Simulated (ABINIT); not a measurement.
Planning a run of ABINIT 10.8.3 on SnSe2 (P-3m1). The input:

```
acell 3*1.0 Angstrom
rprim 
  3.810999999987 0.000000000003 0.000000000000
  -1.905499999996 3.300422813810 0.000000000000
  0.000000000000 0.000000000000 6.136000000000
ntypat 2
znucl 50 34
natom 3
typat 1 2 2
xred 
  0.000000000000 0.000000000000 0.000000000000
  0.333333333333 0.666666666667 0.249000000000
  0.666666666667 0.333333333333 0.751000000000
pp_dirpath "pseudos"
pseudos "Sn.upf, Se.upf"
ecut 48
ngkpt 3 3 2
nshiftk 1
shiftk 0 0 0
kptopt 1
chksymbreak 0
iscf -2
irdden 1
istwfk *1
nband 118
nbdbuf 10
tolwfr 1e-09
nstep 60
prtvol 0
indata_prefix "in"
outdata_prefix "out"
tmpdata_prefix "tmp"
```

```sh
OMP_NUM_THREADS=1 mpirun -n 4 abinit run.abi > log
```

Question: Estimate wall time and host memory on 4 MPI ranks of Arm Neoverse V1, shared host.

It took 54 s; on shared hardware allow 27 s to 1.8 min. Peak host memory was 0.42 GiB.

[Paths, hosts, dates, memory and timing lines, banners, echoed tables and standing remarks are left out of the program output.]

[Logs are printed without paths, hosts, clocks, repeated set-up lines and the standing remarks that a program may print on its own settings, such as how far it seeks lower states.]

[Runs of the session that timed out or met a known fault of the program may be left out.]

[Hosts, paths, dates, database ids (printed as entryN), source tags and the programs' standing remarks are cut or masked in the printed files.]

[G0W0 gaps are taken among the corrected bands and points alone; a level outside them can change the order at an edge.]

[Where Ansatz stands beside ABINIT at settings called matched, ABINIT's density can come from a denser mesh and the files from another edition; pairs whose starting gaps differed by over 0.03 eV were left out, so agreement reads better than it is.]
